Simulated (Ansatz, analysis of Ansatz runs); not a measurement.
**VSO5 (P4/n): a line between two V sites for an added hole**

Aim: the energy barrier that a trapped hole meets when it moves from one V atom to another one nearby in VSO5 (P4/n). The model is a cell of 56 host atoms.

Program: Ansatz 0.2.0. Level of theory: plane-wave PAW DFT, PBEsol+U; relaxation of all atoms of a supercell at fixed charge in a uniform background. Results are calculated unless marked as measured.

## (1) The structure

The cell holds 56 atoms: 8 V, 8 S and 40 O. Its edges and angles: a = 8.878 Å, b = 8.878 Å, c = 8.087 Å, α = 90.0°, β = 90.0°, γ = 90.0°. It derives from VSO5 (space group P4/n). Nearest the centre at fractional (0.750, 0.750, 0.440): O14 at 0.42 Å, V32 at 2.02 Å, V4 at 2.02 Å, O40 at 2.56 Å, O38 at 2.56 Å, O48 at 2.56 Å, O46 at 2.56 Å, O10 at 3.11 Å.

Hubbard terms: V d 5.0 eV. They were chosen, not fitted, to curb self-interaction in the shells named, the trial site's among them. The two sites are V32 and V4. The cell's shortest repeat is 8.1 Å. The host's moments were started antiferromagnetic in the unit cell, high spin; both sites carry the same spin direction.

## (2) The cell without the carrier

The neutral cell is relaxed first, from small random displacements, so that bond lengths and moments with the carrier can be set beside those of a relaxed cell without it.

Input file neutral.relax/input.yaml:

```yaml
crystal:
  lattice:
    - [6.27791705, 6.27791705, 0.0]
    - [-6.27791705, 6.27791705, 0.0]
    - [0.0, 0.0, 8.0867321]
  atoms:
    - { symbol: V, position: [0.25, 0.75, 0.310156], spin: 1.0 }
    - { symbol: V, position: [0.75, 0.25, 0.310156], spin: 1.0 }
    - { symbol: V, position: [0.25, 0.25, 0.189844], spin: -1.0 }
    - { symbol: V, position: [0.75, 0.75, 0.189844], spin: -1.0 }
    - { symbol: S, position: [0.0, 0.0, 0.250001] }
    - { symbol: S, position: [0.5, 0.5, 0.250001] }
    - { symbol: S, position: [0.0, 0.5, 0.250001] }
    - { symbol: S, position: [0.5, 0.0, 0.250001] }
    - { symbol: O, position: [0.388267, 0.076382, 0.142378] }
    - { symbol: O, position: [0.888267, 0.576382, 0.142378] }
    - { symbol: O, position: [0.076382, 0.111733, 0.142378] }
    - { symbol: O, position: [0.576382, 0.611733, 0.142378] }
    - { symbol: O, position: [0.25, 0.25, 0.387746] }
    - { symbol: O, position: [0.75, 0.75, 0.387746] }
    - { symbol: O, position: [0.25, 0.75, 0.112254] }
    - { symbol: O, position: [0.75, 0.25, 0.112254] }
    - { symbol: O, position: [0.423618, 0.388267, 0.142378] }
    - { symbol: O, position: [0.923618, 0.888267, 0.142378] }
    - { symbol: O, position: [0.111733, 0.423618, 0.142378] }
    - { symbol: O, position: [0.611733, 0.923618, 0.142378] }
    - { symbol: O, position: [0.388266, 0.576382, 0.357622] }
    - { symbol: O, position: [0.888266, 0.076382, 0.357622] }
    - { symbol: O, position: [0.076382, 0.611734, 0.357622] }
    - { symbol: O, position: [0.576382, 0.111734, 0.357622] }
    - { symbol: O, position: [0.423618, 0.888266, 0.357622] }
    - { symbol: O, position: [0.923618, 0.388266, 0.357622] }
    - { symbol: O, position: [0.111734, 0.923618, 0.357622] }
    - { symbol: O, position: [0.611734, 0.423618, 0.357622] }
    - { symbol: V, position: [0.25, 0.75, 0.810156], spin: 1.0 }
    - { symbol: V, position: [0.75, 0.25, 0.810156], spin: 1.0 }
    - { symbol: V, position: [0.25, 0.25, 0.689844], spin: -1.0 }
    - { symbol: V, position: [0.75, 0.75, 0.689844], spin: -1.0 }
    - { symbol: S, position: [0.0, 0.0, 0.750001] }
    - { symbol: S, position: [0.5, 0.5, 0.750001] }
    - { symbol: S, position: [0.0, 0.5, 0.750001] }
    - { symbol: S, position: [0.5, 0.0, 0.750001] }
    - { symbol: O, position: [0.388267, 0.076382, 0.642378] }
    - { symbol: O, position: [0.888267, 0.576382, 0.642378] }
    - { symbol: O, position: [0.076382, 0.111733, 0.642378] }
    - { symbol: O, position: [0.576382, 0.611733, 0.642378] }
    - { symbol: O, position: [0.25, 0.25, 0.887746] }
    - { symbol: O, position: [0.75, 0.75, 0.887746] }
    - { symbol: O, position: [0.25, 0.75, 0.612254] }
    - { symbol: O, position: [0.75, 0.25, 0.612254] }
    - { symbol: O, position: [0.423618, 0.388267, 0.642378] }
    - { symbol: O, position: [0.923618, 0.888267, 0.642378] }
    - { symbol: O, position: [0.111733, 0.423618, 0.642378] }
    - { symbol: O, position: [0.611733, 0.923618, 0.642378] }
    - { symbol: O, position: [0.388266, 0.576382, 0.857622] }
    - { symbol: O, position: [0.888266, 0.076382, 0.857622] }
    - { symbol: O, position: [0.076382, 0.611734, 0.857622] }
    - { symbol: O, position: [0.576382, 0.111734, 0.857622] }
    - { symbol: O, position: [0.423618, 0.888266, 0.857622] }
    - { symbol: O, position: [0.923618, 0.388266, 0.857622] }
    - { symbol: O, position: [0.111734, 0.923618, 0.857622] }
    - { symbol: O, position: [0.611734, 0.423618, 0.857622] }
basis:
  ecutwfc: 420
  xc_grid: 2
hamiltonian:
  xc: pbesol
  hubbard: { sites: [{ species: V, l: d, u_eff: 5.0 }] }
kpoints:
  mp_grid: { grid: [1, 1, 1] }
magnetization:
  spin_polarized: true
  initial_magnetization: 0
  spin_locking: { lock_magnetization: hard }
scf:
  occupations: { method: fermi_dirac, width: 0.01 }
  max_iter: 120
  lower_state_search: "off"
output:
  forces: true
relax:
  f_tol: 0.02
  max_steps: 70
  random_displacement: { amplitude: 0.04, seed: 1830 }
checkpoint:
  write: "../neutral.relax.run"
  compress: false
  write_wavefunctions: true
  write_every: 100000
```

Launch:

```sh
$ ansatz run input.yaml --threads 8 --pin off --max-ram 17899MiB --backend cpu --events-out ev --progress --plain --runs-dir out
```

Numbers of over 12 decimals in the logs are rounded to 6 here.

Log:

```text
[... repeated set-up lines and file paths are left out, and long positions are rounded to six places ...]
V: projections on atomic orbitals take those of the free atom [Ne] 3s2 3p6 3d3 4s2, of charge +0.00 (hamiltonian.pseudopotentials.projection_atoms); the dataset's partial waves leave at most 5.8e-7 of an orbital's norm unspanned inside its sphere
S: projections on atomic orbitals take those of the free atom [Ne] 3s2 3p4, of charge +0.00 (hamiltonian.pseudopotentials.projection_atoms); the dataset's partial waves leave at most 1.6e-7 of an orbital's norm unspanned inside its sphere
O: projections on atomic orbitals take those of the free atom [He] 2s2 2p4, of charge +0.00 (hamiltonian.pseudopotentials.projection_atoms); the dataset's partial waves leave at most 1.9e-8 of an orbital's norm unspanned inside its sphere
Engine: ansatz 0.2.0, aarch64-unknown-linux-gnu
Pseudopotentials: kind: paw
Pseudopotential: V, paw, valence charge 13, recommended cutoff 420 eV (normal), V.paw.azcp
Pseudopotential: S, paw, valence charge 6, recommended cutoff 420 eV (normal), S.paw.azcp
Pseudopotential: O, paw, valence charge 6, recommended cutoff 420 eV (normal), O.paw.azcp
Functional definition: PBEsol
  exchange = pbesol_x
  correlation = pbesol_c
Crystal: 56 atoms, lattice volume = 637.432 Å³
Basis set: ecut = 420 eV, 12411 PW (Γ), exchange–correlation on 120×120×120 points (8 copies of the dense FFT grid, shifted against one another)
Bands: 252, of which v1, the nominal top of the filled ones, is band 196 counted from 1 (195 counted from 0)
Symmetry: 1 space group operations
k-points: 1
[...]
atom  38  O     -0.00010549    -0.00076864     0.00018026
  [... 1 atom left out ...]
  atom  40  O     -0.00144322    -0.00131021     0.00184455
  [... 5 atoms left out ...]
  atom  46  O     -0.00034985     0.00010391     0.00046605
  [... 1 atom left out ...]
  atom  48  O      0.00001726    -0.00096010     0.00085622
  [... 8 atoms left out ...]
  max |Σ_I F_I| component: 2.27e-5 eV/Å
--- Band table (eV) ---
  k-point 0 ↑: bands = ["-59.6690", "-59.6689", "-59.6678", "-59.6677", [... 244 left out ...] "14.0879", "14.1244", "14.1423", "14.2263"]
  k-point 0 ↓: bands = ["-59.6693", "-59.6691", "-59.6677", "-59.6672", [... 244 left out ...] "14.0879", "14.1243", "14.1424", "14.2263"]
Occupation matrices written to <dir>
--- Relaxed structure (5 steps of the walk, 5 accepted, 0 SCFs on fresh bases) ---
  F+E_penalty+E_count = -52558.98276821 eV   max|allowed force component| = 7.680e-3 eV/Å
  atoms:
    - { symbol: V, position: [0.250287, 0.750021, 0.309744] }
    - { symbol: V, position: [0.750280, 0.250064, 0.309635] }
    [... 1 atom left out ...]
    - { symbol: V, position: [0.750232, 0.750073, 0.190968] }
    [... 7 atoms left out ...]
    - { symbol: O, position: [0.573537, 0.614366, 0.143216] }
    [... 1 atom left out ...]
    - { symbol: O, position: [0.750279, 0.750205, 0.388177] }
    [... 3 atoms left out ...]
    - { symbol: O, position: [0.926899, 0.885719, 0.142979] }
    [... 1 atom left out ...]
    - { symbol: O, position: [0.614510, 0.926720, 0.143200] }
    [... 11 atoms left out ...]
    - { symbol: V, position: [0.750128, 0.750105, 0.690864] }
    [... 5 atoms left out ...]
    - { symbol: O, position: [0.885843, 0.573413, 0.643145] }
    [... 1 atom left out ...]
    - { symbol: O, position: [0.573460, 0.614398, 0.642912] }
    [... 5 atoms left out ...]
    - { symbol: O, position: [0.926872, 0.885792, 0.643275] }
    [... 1 atom left out ...]
    - { symbol: O, position: [0.614504, 0.926890, 0.643219] }
    [... 8 atoms left out ...]
[key lines of the parts left out:]
SCF converged after 3 iterations
Magnetization: 0.0000 μB (196.0000 up, 196.0000 down)
Free energy (F): -52558.982768 eV
Fermi energy:    6.443632 (↑ 6.443623, ↓ 6.443640) eV
```

Elapsed: 47 s, on 8 threads of Arm Neoverse N1, shared host; peak memory 1.3 GiB.

The largest displacement from an ideal site is 0.037 Å.

## (3) The hole on the first site

The nearest neighbour or neighbours of the site start displaced and the site's starting moment is changed by the carrier's spin, since a carrier doesn't trap itself in the undistorted lattice.

Input file A.relax/input.yaml:

```yaml
crystal:
  lattice:
    - [6.27791705, 6.27791705, 0.0]
    - [-6.27791705, 6.27791705, 0.0]
    - [0.0, 0.0, 8.0867321]
  atoms:
    - { symbol: V, position: [0.250287, 0.750021, 0.309744], spin: 1.0 }
    - { symbol: V, position: [0.75028, 0.250064, 0.309635], spin: 1.0 }
    - { symbol: V, position: [0.250208, 0.250033, 0.190861], spin: -1.0 }
    - { symbol: V, position: [0.750232, 0.750073, 0.190968], spin: -1.0 }
    - { symbol: S, position: [0.000274, 4.7e-05, 0.250057] }
    - { symbol: S, position: [0.500281, 0.500044, 0.250405] }
    - { symbol: S, position: [0.000283, 0.50005, 0.250369] }
    - { symbol: S, position: [0.500243, 3.8e-05, 0.250404] }
    - { symbol: O, position: [0.385902, 0.073313, 0.143271] }
    - { symbol: O, position: [0.885938, 0.573391, 0.143289] }
    - { symbol: O, position: [0.073587, 0.114302, 0.142834] }
    - { symbol: O, position: [0.573537, 0.614366, 0.143216] }
    - { symbol: O, position: [0.249943, 0.249912, 0.388063] }
    - { symbol: O, position: [0.750279, 0.750205, 0.388177] }
    - { symbol: O, position: [0.250367, 0.749904, 0.112535] }
    - { symbol: O, position: [0.750187, 0.250168, 0.112426] }
    - { symbol: O, position: [0.426966, 0.385716, 0.143283] }
    - { symbol: O, position: [0.926899, 0.885719, 0.142979] }
    - { symbol: O, position: [0.114569, 0.426794, 0.14314] }
    - { symbol: O, position: [0.61451, 0.92672, 0.1432] }
    - { symbol: O, position: [0.385984, 0.573331, 0.35759] }
    - { symbol: O, position: [0.886017, 0.073406, 0.357237] }
    - { symbol: O, position: [0.073602, 0.614326, 0.357565] }
    - { symbol: O, position: [0.573598, 0.114368, 0.357503] }
    - { symbol: O, position: [0.42697, 0.885738, 0.357604] }
    - { symbol: O, position: [0.927012, 0.385689, 0.357489] }
    - { symbol: O, position: [0.114565, 0.926761, 0.357241] }
    - { symbol: O, position: [0.61465, 0.426768, 0.357519] }
    - { symbol: V, position: [0.250133, 0.750144, 0.809651], spin: 1.0 }
    - { symbol: V, position: [0.750137, 0.250107, 0.809722], spin: 1.0 }
    - { symbol: V, position: [0.250138, 0.250103, 0.690967], spin: -1.0 }
    - { symbol: V, position: [0.750128, 0.750105, 0.690864] }
    - { symbol: S, position: [0.000134, 0.000105, 0.750464] }
    - { symbol: S, position: [0.500095, 0.500109, 0.750039] }
    - { symbol: S, position: [8.4e-05, 0.500133, 0.750403] }
    - { symbol: S, position: [0.500142, 0.000145, 0.750345] }
    - { symbol: O, position: [0.385825, 0.073411, 0.643166] }
    - { symbol: O, position: [0.885843, 0.573413, 0.643145] }
    - { symbol: O, position: [0.073421, 0.114441, 0.643322] }
    - { symbol: O, position: [0.57346, 0.614398, 0.642912] }
    - { symbol: O, position: [0.25038, 0.250153, 0.888178] }
    - { symbol: O, position: [0.749963, 0.749924, 0.875703] }
    - { symbol: O, position: [0.250018, 0.75024, 0.612441] }
    - { symbol: O, position: [0.75044, 0.25, 0.612515] }
    - { symbol: O, position: [0.426743, 0.385832, 0.642866] }
    - { symbol: O, position: [0.926872, 0.885792, 0.643275] }
    - { symbol: O, position: [0.114368, 0.426706, 0.643316] }
    - { symbol: O, position: [0.614504, 0.92689, 0.643219] }
    - { symbol: O, position: [0.385818, 0.573438, 0.857221] }
    - { symbol: O, position: [0.885803, 0.073374, 0.857619] }
    - { symbol: O, position: [0.073434, 0.614487, 0.857473] }
    - { symbol: O, position: [0.57339, 0.114489, 0.857509] }
    - { symbol: O, position: [0.426845, 0.88581, 0.857481] }
    - { symbol: O, position: [0.926706, 0.385945, 0.857654] }
    - { symbol: O, position: [0.114482, 0.926813, 0.857591] }
    - { symbol: O, position: [0.614348, 0.426753, 0.857222] }
total_charge: 1
basis:
  ecutwfc: 420
  xc_grid: 2
hamiltonian:
  xc: pbesol
  hubbard: { sites: [{ species: V, l: d, u_eff: 5.0 }] }
kpoints:
  mp_grid: { grid: [1, 1, 1] }
magnetization:
  spin_polarized: true
  initial_magnetization: 1
  spin_locking: { lock_magnetization: hard }
scf:
  occupations: { method: fermi_dirac, width: 0.01 }
  max_iter: 120
  lower_state_search: "off"
output:
  forces: true
relax:
  f_tol: 0.015
  max_steps: 70
  escape_saddle: false
checkpoint:
  write: "../A.relax.run"
  compress: false
  write_wavefunctions: true
  write_every: 100000
```

Log:

```text
[...]
Crystal: 56 atoms, lattice volume = 637.432 Å³
Basis set: ecut = 420 eV, 12411 PW (Γ), exchange–correlation on 120×120×120 points (8 copies of the dense FFT grid, shifted against one another)
Bands: 252, of which v1, the nominal top of the filled ones, is band 196 counted from 1 (195 counted from 0)
Symmetry: 1 space group operations
[...]
k-points: 1
[...]
Starting moments: Σ|m| = 7 μB on 7 of 56 sites
[...]
SCF iter   1: F=—  HF=-52593.216052 eV  |F-HF|=—  |Δ(HF+E_count)|=         —  Δρ=7.56e-2 (↑7.56e-2 ↓7.25e-2)  dr2=1.90e2  dr2_m=2.75e0  M=1.000 μB ∫|m|=12.611 μB  β_m=0.30  ethr=3.10e-3  ⟨swp⟩=6.0  Hψ=1898  notcnv=0  defer=27
[...]
SCF iter  16: F=-52563.793631 eV  HF=-52563.793634 eV  |F-HF|=2.59e-6  |Δ(HF+E_count)|=   3.44e-7  Δρ=2.12e-5 (↑8.59e-6 ↓2.12e-5)  dr2=5.57e-6  dr2_m=6.26e-7  M=1.000 μB ∫|m|=10.380 μB  ethr=1.44e-9  ⟨swp⟩=2.0  Hψ=1561  notcnv=0
SCF 1 converged in 16 iterations: F = -52563.793631 eV  dr2 = 5.57e-6
[...]
relax step   1: F+E_penalty+E_count = -52563.79363131 eV  Δ(F+E_penalty+E_count) = +0.000e0 eV  max|allowed force component| = 5.529e0 eV/Å  Δτ_max = 0.0000 Å  (16 SCF iters, dr2 threshold 5.63e-6 eV, accepted)
[...]
relax step   2: F+E_penalty+E_count = -52564.22159116 eV  Δ(F+E_penalty+E_count) = -4.280e-1 eV  max|allowed force component| = 2.784e0 eV/Å  Δτ_max = 0.0732 Å  (8 SCF iters, dr2 threshold 1.00e-4 eV, accepted)
relax step   3: F+E_penalty+E_count = -52564.39749631 eV  Δ(F+E_penalty+E_count) = -1.759e-1 eV  max|allowed force component| = 2.704e-1 eV/Å  Δτ_max = 0.0715 Å  (8 SCF iters, dr2 threshold 1.00e-4 eV, accepted)
relax step   4: F+E_penalty+E_count = -52564.40557193 eV  Δ(F+E_penalty+E_count) = -8.076e-3 eV  max|allowed force component| = 1.869e-1 eV/Å  Δτ_max = 0.0129 Å  (8 SCF iters, dr2 threshold 4.57e-6 eV, accepted)
relax step   5: F+E_penalty+E_count = -52564.41008011 eV  Δ(F+E_penalty+E_count) = -4.508e-3 eV  max|allowed force component| = 1.359e-1 eV/Å  Δτ_max = 0.0099 Å  (8 SCF iters, dr2 threshold 2.18e-6 eV, accepted)
relax step   6: F+E_penalty+E_count = -52564.41154005 eV  Δ(F+E_penalty+E_count) = -1.460e-3 eV  max|allowed force component| = 3.266e-2 eV/Å  Δτ_max = 0.0090 Å  (6 SCF iters, dr2 threshold 8.82e-6 eV, accepted)
relax step   7: F+E_penalty+E_count = -52564.41190179 eV  Δ(F+E_penalty+E_count) = -3.617e-4 eV  max|allowed force component| = 1.918e-2 eV/Å  Δτ_max = 0.0026 Å  (11 SCF iters, accepted)
SCF iter   1: F=—  HF=-52564.411852 eV  |F-HF|=—  |Δ(HF+E_count)|=         —  Δρ=2.34e-4 (↑2.01e-4 ↓2.34e-4)  dr2=6.29e-4  dr2_m=1.70e-5  M=1.000 μB ∫|m|=10.329 μB  β_m=0.30  ethr=2.27e-6  ⟨swp⟩=4.0  Hψ=1156  notcnv=0  defer=100
[...]
SCF iter  11: F=-52564.412169 eV  HF=-52564.412169 eV  |F-HF|=3.49e-10  |Δ(HF+E_count)|=   6.07e-9  Δρ=6.89e-7 (↑5.82e-7 ↓6.89e-7)  dr2=7.82e-9  dr2_m=2.34e-10  M=1.000 μB ∫|m|=10.328 μB  ethr=2.56e-11  ⟨swp⟩=2.0  Hψ=1369  notcnv=0
SCF 8 converged in 11 iterations: F = -52564.412169 eV  dr2 = 7.82e-9
relax step   8: F+E_penalty+E_count = -52564.41216865 eV  Δ(F+E_penalty+E_count) = -2.669e-4 eV  max|allowed force component| = 1.132e-2 eV/Å  Δτ_max = 0.0028 Å  (11 SCF iters, accepted)
NSCF: frozen V_eff on 1 k-points
[...]
SCF converged after 11 iterations
Stability checked in part: among states of this total moment the steps that led to this state did not find it unstable. No probe was made; neither looks for a lower state of another moment (fixed_total_moment; see scf.lower_state_search)
Magnetization: 1.0000 μB (196.0000 up, 195.0000 down)
Absolute magnetization: 10.3472 μB (∫|ρ↑−ρ↓|, with the PAW one-centre terms)
[...]
Per-site moments (μB) at R_I (Å): [(0.753470, 0.658205), (0.753470, 0.658206), (-0.755876, 0.659112), [... 53 left out ...]
Free energy (F): -52564.412169 eV
[...]
Internal energy: -52564.412169 eV  (E = F + TS)
E sigma→0 (E₀):  -52564.412169 eV
Fermi energy:    5.904311 (↑ 5.904983, ↓ 5.881090) eV
[...]
--- Forces (eV/Å), atoms counted from 1 ---
  atom   1  V      0.00000570     0.00001154     0.00136497
  atom   2  V     -0.00002282     0.00000976     0.00133386
  [... 1 atom left out ...]
  atom   4  V      0.00003543    -0.00004455     0.00473447
  [... 5 atoms left out ...]
  atom  10  O     -0.00382372     0.00211877    -0.00055076
  [... 1 atom left out ...]
  atom  12  O      0.00218972     0.00374166    -0.00051653
  [... 1 atom left out ...]
  atom  14  O     -0.00003243     0.00000275    -0.00219668
  [... 5 atoms left out ...]
  atom  20  O      0.00378191    -0.00213006    -0.00056934
  [... 11 atoms left out ...]
  atom  32  V     -0.00000880     0.00001215    -0.01132270
  [... 5 atoms left out ...]
  atom  38  O      0.00562391     0.00181184    -0.00069670
  [... 1 atom left out ...]
  atom  40  O      0.00182258    -0.00559903    -0.00061959
  [... 5 atoms left out ...]
  atom  46  O     -0.00180090     0.00565096    -0.00074718
  [... 1 atom left out ...]
  atom  48  O     -0.00563934    -0.00178285    -0.00062529
  [... 8 atoms left out ...]
  max |Σ_I F_I| component: 3.81e-5 eV/Å
--- Band table (eV) ---
[...]
Occupation matrices written to <dir>
--- Relaxed structure (8 steps of the walk, 8 accepted, 0 SCFs on fresh bases) ---
  F+E_penalty+E_count = -52564.41216865 eV   max|allowed force component| = 1.132e-2 eV/Å
  atoms:
    - { symbol: V, position: [0.250194, 0.750081, 0.306606] }
    - { symbol: V, position: [0.750194, 0.250080, 0.306604] }
    [... 1 atom left out ...]
    - { symbol: V, position: [0.750194, 0.750081, 0.205091] }
    [... 5 atoms left out ...]
    - { symbol: O, position: [0.884029, 0.575830, 0.145681] }
    [... 1 atom left out ...]
    - { symbol: O, position: [0.575944, 0.616246, 0.145678] }
    [... 1 atom left out ...]
    - { symbol: O, position: [0.750194, 0.750080, 0.402702] }
    [... 5 atoms left out ...]
    - { symbol: O, position: [0.616359, 0.924331, 0.145682] }
    [... 11 atoms left out ...]
    - { symbol: V, position: [0.750192, 0.750081, 0.679887] }
    [... 5 atoms left out ...]
    - { symbol: O, position: [0.884248, 0.581105, 0.643515] }
    [... 1 atom left out ...]
    - { symbol: O, position: [0.581216, 0.616025, 0.643513] }
    [... 5 atoms left out ...]
    - { symbol: O, position: [0.919169, 0.884136, 0.643515] }
    [... 1 atom left out ...]
    - { symbol: O, position: [0.616137, 0.919058, 0.643513] }
    [... 8 atoms left out ...]
```

The job ended after 73 s (8 threads; peak memory 1.3 GiB).

The steps of the relaxation:

| step | energy less that of the first step (eV) | largest force component (eV/Å) |
| --- | --- | --- |
| 1 | 0.0000 | 5.5286 |
| 2 | -0.4280 | 2.7843 |
| 3 | -0.6039 | 0.2704 |
| 4 | -0.6119 | 0.1869 |
| 5 | -0.6164 | 0.1359 |
| 6 | -0.6179 | 0.0327 |
| 7 | -0.6183 | 0.0192 |
| 8 | -0.6185 | 0.0113 |

The atoms that moved most (Å):

| atom | dx | dy | dz | length |
| --- | --- | --- | --- | --- |
| O14 | 0.000 | -0.001 | 0.117 | 0.117 |
| V4 | 0.000 | 0.000 | 0.114 | 0.114 |
| V32 | 0.001 | 0.000 | -0.089 | 0.089 |
| O41 | -0.001 | -0.002 | -0.084 | 0.084 |
| V31 | 0.000 | 0.000 | -0.078 | 0.078 |
| O48 | 0.059 | -0.039 | 0.002 | 0.071 |
| O40 | 0.038 | 0.059 | 0.005 | 0.071 |
| O46 | -0.038 | -0.059 | 0.002 | 0.070 |

The moves above count from the input, in which the site's nearest neighbours were already displaced; the distances below compare with the cell without the carrier.

Distances from V32 without and with the hole:

| atom | without (Å) | with (Å) |
| --- | --- | --- |
| O42 | 1.59 | 1.57 |
| O38 | 2.02 | 1.94 |
| O40 | 2.02 | 1.94 |
| O48 | 2.02 | 1.94 |
| O46 | 2.02 | 1.94 |

The largest changes of the moments are 0.76 μB on V32, -0.15 μB on O42 and 0.02 μB on O41. The largest part sits on the chosen site.

(Continued in part 2 of 2.)

[Logs are printed without paths, hosts, clocks, repeated set-up lines and the standing remarks that a program may print on its own settings, such as how far it seeks lower states.]

[Hosts, paths, dates, database ids (printed as entryN), source tags and the programs' standing remarks are cut or masked in the printed files.]
